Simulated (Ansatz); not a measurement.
**Mg2C (model cell, started as antifluorite): relaxing the cell for a phonon run**

Aim: bring Mg2C (model cell, started as antifluorite) to small forces and stress, as phonons need.

Method: DFT LDA, scalar-relativistic, plane waves, PAW, in Ansatz 0.2.0.

The structure was built from a prototype and need not be the compound's stable phase.

### Step 1. The starting structure

Symmetry: Fm-3m, No. 225, cubic system. The conventional cell has a = 4.922 Å, b = 4.922 Å, c = 4.922 Å, α = 90.00°, β = 90.00°, γ = 90.00°. C has 8 Mg at 2.13 Å nearest. Nearest to Mg lie 4 C at 2.13 Å. Farther neighbours are not listed.

### Step 2. A coarse first look

First a cheap look: the gap decides the mesh and the occupations, the pressure tells how far the cell has to move.

File input.yaml:

```yaml
crystal:
  lattice:
    - [0.0, 2.4609, 2.4609]
    - [2.4609, 0.0, 2.4609]
    - [2.4609, 2.4609, 0.0]
  atoms:
    - { symbol: C, position: [0.0, 0.0, 0.0] }
    - { symbol: Mg, position: [0.25, 0.25, 0.25] }
    - { symbol: Mg, position: [0.75, 0.75, 0.75] }
kpoints:
  mp_grid: { grid: [6, 6, 6] }
hamiltonian:
  xc: lda
scf:
  occupations: { method: gaussian, width: 0.1 }
output:
  forces: true
  stress: true
  eigenvalues: true
```

Launch:

```bash
$ ansatz run input.yaml --threads 4 --pin off --max-ram 7168MiB --backend cpu --events-out ev --progress --plain --runs-dir out
```

Numbers of over 12 decimals in the logs are rounded to 6 here.

The log of the run:

```text
Engine: ansatz 0.2.0, aarch64-unknown-linux-gnu
Pseudopotentials: kind: paw
Pseudopotential: C, paw, valence charge 4, recommended cutoff 420 eV (normal), C.paw.azcp
Pseudopotential: Mg, paw, valence charge 10, recommended cutoff 420 eV (normal), Mg.paw.azcp
Functional definition: SPW92
  exchange = slater_x
  correlation = pw_c
Crystal: 3 atoms, lattice volume = 29.807 Å³
Basis set: ecut = 420 eV, 561 PW (Γ)
[...]
--- Band table (eV; the first three rows and the last of 16) ---
  k-point 0: bands = [... 8 lower, -1.1237, 10.6574, 10.6574, 10.6574, 14.2841, 19.1654, 19.1654, 19.1654]
  k-point 1: bands = [... 8 lower, -0.7259, 8.9920, 10.5563, 10.5563, 15.3692, 19.0276, 19.1313, 19.1313]
  k-point 2: bands = [... 8 lower, 0.3163, 6.5200, 10.3787, 10.3787, 16.1832, 17.8729, 17.8729, 18.3558]
  k-point 15: bands = [... 8 lower, 1.8941, 6.6823, 8.0725, 8.0782, 13.4585, 18.1868, 19.6931, 21.3384]
[key lines of the parts left out:]
SCF converged after 6 iterations
Free energy (F): -4044.644943 eV
Fermi energy:    11.025682 eV
P = ⅓ Tr σ = 43.0300 GPa (430.300 kbar)
```

The job ended after 0.26 s (4 threads of Arm Neoverse V2, shared host; peak memory 0.24 GiB; 0.61 s of CPU time).

A gap read on the k-mesh alone can miss the band edges.

This step gave:

```
pressure           : 43.03 GPa
volume per atom    : 9.936 Å³
gap on the k-mesh  : 0.7353 eV
direct gap on mesh : 2.326 eV
```

The coarse mesh shows a gap of 0.74 eV and a pressure of 43.0 GPa.

### Step 3. Coarse relaxation

A rough relaxation comes first, because large forces or stress need no tight tolerances yet.

Changes to input.yaml since step 2:

```diff
@@ -10,3 +10,3 @@
 kpoints:
-  mp_grid: { grid: [6, 6, 6] }
+  mp_grid: { grid: [8, 8, 8] }
 hamiltonian:
@@ -19 +19,6 @@
   eigenvalues: true
+relax:
+  adjacent_minimum: "off"
+  f_tol: 0.05
+  max_steps: 80
+  cell: { stress_tol: 0.5 }
```

The log of the run:

```text
[...]
Crystal: 3 atoms, lattice volume = 29.807 Å³
Basis set: ecut = 420 eV, 561 PW (Γ)
Bands: 16, of which v1, the nominal top of the filled ones, is band 12 counted from 1 (11 counted from 0)
Symmetry: 48 space group operations
[...]
k-points: 29 of 512
[...]
--- Relaxed structure (6 steps of the walk, 6 accepted, 2 SCFs on fresh bases) ---
  F+E_penalty+E_count = -4045.58934660 eV   max|allowed force component| = 5.011e-17 eV/Å   (the final SCF, on the basis selected at the relaxed cell)
  cell:  # Å, volume = 38.4120 Å³
    - [0, 2.678010, 2.678010]
    - [2.678010, 0, 2.678010]
    - [2.678010, 2.678010, 0]
  atoms:
    - { symbol: C, position: [0, 0, 0] }
    - { symbol: Mg, position: [0.25, 0.25, 0.25] }
    - { symbol: Mg, position: [0.75, 0.75, 0.75] }
[key lines of the parts left out:]
SCF converged after 7 iterations
Free energy (F): -4045.589347 eV
Fermi energy:    8.234929 eV
P = ⅓ Tr σ = 0.0688 GPa (0.688 kbar)
```

Elapsed: 2.4 s, on 4 threads; peak memory 0.28 GiB; 7.4 s of CPU time.

Relaxation path:

| step | energy less that of the first step (eV) | largest force component (eV/Å) | pressure (GPa) | volume (Å³) |
| --- | --- | --- | --- | --- |
| 1 | 0.0000 | 0.0000 | 43.03 | 29.81 |
| 2 | -0.6054 | 0.0000 | 21.35 | 32.91 |
| 3 | -0.8896 | 0.0000 | 4.60 | 36.67 |
| 4 | -0.9078 | 0.0000 | 0.75 | 37.85 |
| 5 | -0.9081 | 0.0000 | 0.01 | 38.10 |
| 6* | -0.9386 | 0.0000 | 0.92 | 38.10 |
| 7 | -0.9392 | 0.0000 | 0.07 | 38.41 |
| 8* | -0.9396 | 0.0000 | 0.07 | 38.41 |

Relaxation steps marked * repeat the geometry before them on a plane-wave basis chosen anew for their cell, so energy and pressure can jump there.

The run keeps the 48 symmetry operations that it works with, so distortions that break them were not tested.

| conventional cell, symmetrised | before | after | change |
| --- | --- | --- | --- |
| a (Å) | 4.922 | 5.356 | +8.8 % |
| b (Å) | 4.922 | 5.356 | +8.8 % |
| c (Å) | 4.922 | 5.356 | +8.8 % |
| volume (Å³/atom) | 9.94 | 12.80 | +28.9 % |

Final coordinates:

```xyz
3
Lattice="0.0000 2.6780 2.6780 2.6780 0.0000 2.6780 2.6780 2.6780 0.0000" Properties=species:S:1:pos:R:3 pbc="T T T"
C     0.0000    0.0000    0.0000
Mg    1.3390    1.3390    1.3390
Mg    4.0170    4.0170    4.0170
```

This step gave:

| Property | Result |
| --- | --- |
| pressure | 0.06885 GPa |
| volume per atom | 12.80 Å³ |
| gap on the k-mesh | 0.7658 eV |
| direct gap on mesh | 1.806 eV |

In this step the volume went from 9.94 to 12.80 Å³/atom.

### Step 4. Relaxation

The cell and atoms are relaxed, since residual forces and stress would shift the frequencies.

input.yaml, the sections that differ from step 3:

```yaml
crystal:
  lattice:
    - [0.0, 2.6780102526, 2.6780102526]
    - [2.6780102526, 0.0, 2.6780102526]
    - [2.6780102526, 2.6780102526, 0.0]
  atoms:
    - { symbol: C, position: [0.0, 0.0, 0.0] }
    - { symbol: Mg, position: [0.25, 0.25, 0.25] }
    - { symbol: Mg, position: [0.75, 0.75, 0.75] }
scf:
  occupations: { method: gaussian, width: 0.02 }
relax:
  adjacent_minimum: "off"
  f_tol: 0.005
  max_steps: 80
  cell: { stress_tol: 0.05 }
# kpoints, hamiltonian, output: as in step 3
```

The log of the run:

```text
[...]
Crystal: 3 atoms, lattice volume = 38.412 Å³
Basis set: ecut = 420 eV, 749 PW (Γ)
Bands: 16, of which v1, the nominal top of the filled ones, is band 12 counted from 1 (11 counted from 0)
[... 1 set-up line as in the run before ...]
[...]
k-points: 29 of 512
[...]
SCF iter   1: F=—  HF=-4045.603757 eV  |F-HF|=—  |Δ(HF+E_count)|=         —  Δρ=9.25e-3  dr2=2.64e-2  ethr=1.77e-3  ⟨swp⟩=5.9  Hψ=2324  notcnv=0
[...]
SCF iter   6: F=-4045.589347 eV  HF=-4045.589347 eV  |F-HF|=6.78e-11  |Δ(HF+E_count)|=   1.66e-9  Δρ=5.65e-7  dr2=6.06e-11  ethr=2.63e-11  ⟨swp⟩=2.0  Hψ=1209  notcnv=0
SCF 1 converged in 6 iterations: F = -4045.589347 eV  dr2 = 6.06e-11
[...]
relax step   1: F+E_penalty+E_count = -4045.58934660 eV  Δ(F+E_penalty+E_count) = +0.000e0 eV  max|allowed force component| = 4.318e-17 eV/Å  Δτ_max = 0.0000 Å  P = +0.069 GPa  Ω = 38.412 Å³  (6 SCF iters, dr2 threshold 1.00e-7 eV, accepted)
Crystal: 3 atoms, lattice volume = 38.428 Å³
[...]
SCF iter   7: F=-4045.589333 eV  HF=-4045.589333 eV  |F-HF|=1.36e-12  |Δ(HF+E_count)|=  9.09e-13  Δρ=4.20e-10  dr2=1.75e-17  ethr=1.00e-12  ⟨swp⟩=1.0  Hψ=1044  notcnv=0
SCF 2 converged in 7 iterations: F = -4045.589333 eV  dr2 = 1.75e-17
relax step   2: F+E_penalty+E_count = -4045.58933283 eV  Δ(F+E_penalty+E_count) = +1.377e-5 eV  max|allowed force component| = 5.551e-17 eV/Å  Δτ_max = 0.0000 Å  P = +0.026 GPa  Ω = 38.428 Å³  energy of the carried Pulay correction = -1.845e-5 eV  (7 SCF iters, dr2 threshold 1.18e-8 eV, accepted)
[...]
SCF iter   1: F=—  HF=-4045.589348 eV  |F-HF|=—  |Δ(HF+E_count)|=         —  Δρ=1.71e-6  dr2=5.02e-10  ethr=3.86e-8  ⟨swp⟩=3.4  Hψ=3509  notcnv=0
eigensolver tolerance schedule: the retry pair's looser diagonalisation over-reported the residual by 18476.00 of it (diagonalisation noise at 0.30 of the residual, at the tolerance the schedule requests for it); recorded, not acted on — ethr = c·dr2/N_el stays at c = 1.0e-1
[...]
SCF iter   2: F=—  HF=-4045.589349 eV  |F-HF|=—  |Δ(HF+E_count)|=   2.38e-7  Δρ=8.32e-7  dr2=1.17e-10  ethr=2.09e-12  ⟨swp⟩=3.2  Hψ=1013  notcnv=0
[...]
SCF iter   7: F=-4045.589349 eV  HF=-4045.589349 eV  |F-HF|=4.55e-13  |Δ(HF+E_count)|=  9.09e-13  Δρ=6.11e-9  dr2=1.13e-14  ethr=1.00e-12  ⟨swp⟩=3.0  Hψ=1507  notcnv=0
SCF 3 converged in 7 iterations: F = -4045.589349 eV  dr2 = 1.13e-14
relax step   3: F+E_penalty+E_count = -4045.58934873 eV  Δ(F+E_penalty+E_count) = -1.590e-5 eV  max|allowed force component| = 1.110e-16 eV/Å  Δτ_max = 0.0000 Å  P = +0.027 GPa  Ω = 38.428 Å³  stress off target by 2.66e-2 GPa  SCF on the basis re-selected at this cell (its energy is not comparable with the rows above)  (7 SCF iters)
[...]
SCF converged after 7 iterations
Free energy (F): -4045.589349 eV
[...]
Internal energy: -4045.589349 eV  (E = F + TS)
E sigma→0 (E₀):  -4045.589349 eV
Fermi energy:    8.229074 eV
[...]
--- Stress (GPa, compression-positive) ---
        0.026552      -0.000000      -0.000000
       -0.000000       0.026552      -0.000000
       -0.000000      -0.000000       0.026552
  P = ⅓ Tr σ = 0.0266 GPa (0.266 kbar)
--- Band table (eV; the first three rows and the last of 29) ---
  k-point 0: bands = [... 8 lower, -2.8891, 7.8462, 7.8462, 7.8462, 9.6498, 14.5455, 14.5455, 14.5455]
  k-point 1: bands = [... 8 lower, -2.7135, 6.7282, 7.7730, 7.7730, 10.4953, 14.4198, 14.7178, 14.7178]
  k-point 2: bands = [... 8 lower, -2.2244, 5.0582, 7.6135, 7.6135, 11.2666, 14.2440, 14.3932, 14.3932]
  k-point 28: bands = [... 8 lower, -0.6430, 4.7233, 4.7233, 5.3686, 11.1071, 14.2339, 14.9405, 14.9405]
--- Relaxed structure (2 steps of the walk, 2 accepted, 1 SCFs on fresh bases) ---
[...]
cell:  # Å, volume = 38.4278 Å³
    - [0, 2.678378, 2.678378]
    - [2.678378, 0, 2.678378]
    - [2.678378, 2.678378, 0]
  atoms:
    - { symbol: C, position: [0, 0, 0] }
    - { symbol: Mg, position: [0.250000, 0.250000, 0.250000] }
    - { symbol: Mg, position: [0.750000, 0.750000, 0.750000] }
```

The job ended after 1.1 s (4 threads; peak memory 0.29 GiB).

Little changed from the start: no atom moved by 0.005 Å and no cell edge by 0.1 %.

This step gave:

* pressure: 0.02655 GPa
* volume per atom: 12.81 Å³
* direct gap on mesh: 1.804 eV

In this step the volume went from 12.80 to 12.81 Å³/atom.

### Step 5. Relaxing to small forces for the phonons

Phonons need a cell at rest on their own settings, so the relaxation is repeated with tight tolerances on forces and stress, using the mesh and the filling of the phonon run that follows.

input.yaml, the sections that differ from step 4:

```yaml
crystal:
  lattice:
    - [0.0, 2.6783779979, 2.6783779979]
    - [2.6783779979, 0.0, 2.6783779979]
    - [2.6783779979, 2.6783779979, 0.0]
  atoms:
    - { symbol: C, position: [0.0, 0.0, 0.0] }
    - { symbol: Mg, position: [0.25, 0.25, 0.25] }
    - { symbol: Mg, position: [0.75, 0.75, 0.75] }
scf:
  occupations: { method: fixed }
relax:
  adjacent_minimum: "off"
  f_tol: 0.001
  max_steps: 60
  cell: { stress_tol: 0.01 }
# kpoints, hamiltonian, output: as in step 4
```

The log of the run:

```text
[...]
Crystal: 3 atoms, lattice volume = 38.428 Å³
Basis set: ecut = 420 eV, 749 PW (Γ)
Bands: 16, of which v1, the nominal top of the filled ones, is band 12 counted from 1 (11 counted from 0)
[... 1 set-up line as in the run before ...]
[...]
k-points: 29 of 512
[...]
k-point 28: bands = [... 8 lower, -0.6452, 4.7210, 4.7210, 5.3664, 11.1042, 14.2297, 14.9361, 14.9361]
--- Relaxed structure (3 steps of the walk, 3 accepted, 1 SCFs on fresh bases) ---
[...]
cell:  # Å, volume = 38.4377 Å³
    - [0, 2.678607, 2.678607]
    - [2.678607, 0, 2.678607]
    - [2.678607, 2.678607, 0]
  atoms:
    - { symbol: C, position: [0, 0, 0] }
    - { symbol: Mg, position: [0.25, 0.25, 0.25] }
    - { symbol: Mg, position: [0.75, 0.75, 0.75] }
[key lines of the parts left out:]
SCF converged after 3 iterations
Free energy (F): -4045.589338 eV
Fermi energy:    7.843627 eV
P = ⅓ Tr σ = 0.0002 GPa (0.002 kbar)
```

The job ended after 1.2 s (4 threads; peak memory 0.28 GiB).

Little changed from the start: no atom moved by 0.005 Å and no cell edge by 0.1 %.

Numbers from this step:

```
pressure           : 2.48e-4 GPa
direct gap on mesh : 1.802 eV
```

The forces vanish by symmetry and the pressure is 0.000 GPa, within the tolerances set. The cell now holds 12.81 Å³/atom.

### Step 6. What came out

```yaml
space_group_after_relaxation_within_0p01_a: Fm-3m
lattice_constant_a: 5.357 Å
lattice_constant_b: 5.357 Å
lattice_constant_c: 5.357 Å
volume_per_atom: 12.8 Å³
gap_on_the_k_mesh: 0.766 eV
```

The forces vanish by symmetry and the pressure is 0.000 GPa, within the tolerances set. The cell now holds 12.81 Å³/atom. The relaxation keeps the symmetry of its start, so it says nothing on stability against lower symmetry. The starting cell was built on a prototype and not taken from a measurement, so the phase need not exist.

[Logs are printed without paths, hosts, clocks, repeated set-up lines and the standing remarks that a program may print on its own settings, such as how far it seeks lower states.]

[Hosts, paths, dates, database ids (printed as entryN), source tags and the programs' standing remarks are cut or masked in the printed files.]
